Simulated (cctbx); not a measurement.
# Reading a Patterson map

Space group P4/nmm (no. 129, origin choice 1), a = 3.9690 Å, b = 3.9690 Å, c = 8.3160 Å, α = 90.00°, β = 90.00°, γ = 90.00°, content Cd2 Mo2 Cu2 Cl2.

Simulated single-crystal data (cctbx): Ga Kα, λ = 1.3414 Å, to d = 0.83 Å, 50 % of the full sphere, strongest reflection 5000 counts, noise from counting, a 6 % proportional error and a noise floor of 2 counts (s.d.); no absorption, some extinction.

Patterson synthesis from sharpened amplitudes, origin scaled to 1000:

```text
Patterson group P 4/m m m
      u       v       w   height  length (A)
  0.000   0.000   0.000   1000.0     0.00
  0.000   0.000   0.500    723.6     4.16
  0.500   0.500   0.174    364.4     3.16
  0.500   0.500   0.316    315.5     3.84
  0.000   0.500   0.350    284.1     3.52
  0.000   0.500   0.165    245.2     2.41
  0.500   0.500   0.000    126.1     2.81
  0.500   0.500   0.500     96.9     5.02
  0.139   0.500   0.000     85.8     2.06
  0.352   0.352   0.500     76.2     4.60
  0.140   0.500   0.500     63.3     4.64
  0.000   0.258   0.429     62.6     3.71
  0.232   0.500   0.253     59.1     3.03
  0.193   0.193   0.500     51.8     4.30
```

Q: Assign the vectors.

A peak at u stands for all pairs with xi − xj = u, with weight Σ ZiZj against Σ Z² = 10396 at the origin. Peak heights follow these weights only roughly, since form factors, motion and series ripples differ, all vectors within 0.55 Å of a peak are counted as merged into it though the farther ones add only part of their weight, and F(000) is left out, which lowers the whole map:

| u | v | w | shortest length (Å) | height | 1000 ΣZiZj/ΣZ² | pairs in the cell |
| --- | --- | --- | --- | --- | --- | --- |
| 0.000 | 0.000 | 0.500 | 4.16 | 724 | 965 | 4 × Cd–Mo, 4 × Cu–Cl |
| 0.500 | 0.500 | 0.174 | 3.16 | 364 | 388 | 2 × Cd–Mo |
| 0.500 | 0.500 | 0.316 | 3.84 | 316 | 391 | 1 × Cd–Cd, 1 × Mo–Mo |
| 0.000 | 0.500 | 0.350 | 3.52 | 284 | 405 | 2 × Cd–Cu, 2 × Mo–Cl |
| 0.000 | 0.500 | 0.165 | 2.41 | 245 | 391 | 2 × Mo–Cu, 2 × Cd–Cl |
| 0.500 | 0.500 | 0.000 | 2.81 | 126 | 217 | 2 × Cu–Cu, 2 × Cl–Cl |
| 0.500 | 0.500 | 0.500 | 5.02 | 97 | 190 | 4 × Cu–Cl |
| 0.139 | 0.500 | 0.000 | 2.06 | 86 | 0 | none within 0.55 Å |
| 0.352 | 0.352 | 0.500 | 4.60 | 76 | 0 | none within 0.55 Å |
| 0.140 | 0.500 | 0.500 | 4.64 | 63 | 0 | none within 0.55 Å |

The table stops at ten peaks or at a height of 45, below which ripples compete. In the model behind the data Cd, the heaviest element, has 1 independent site: (1/2, 0, 0.1476), up to an allowed shift of origin; the Cd–Cd vectors are differences of these positions and their symmetry mates. Elements of similar Z can't be told apart from the map alone. The whole model:

| atom | mult. | x | y | z | Ueq (Å²) |
| --- | --- | --- | --- | --- | --- |
| Cd1 | 2 | 1/2 | 0 | 0.1476 | 0.0043 |
| Mo1 | 2 | 1/2 | 0 | 0.6746 | 0.0040 |
| Cu1 | 2 | 0 | 0 | 1/2 | 0.0063 |
| Cl1 | 2 | 0 | 0 | 0 | 0.0070 |

The model is made up (kin elements in a known structure type, no relaxation), so it says nothing on whether the phase exists.

[Logs are printed without paths, hosts, clocks, repeated set-up lines and the standing remarks that a program may print on its own settings, such as how far it seeks lower states.]
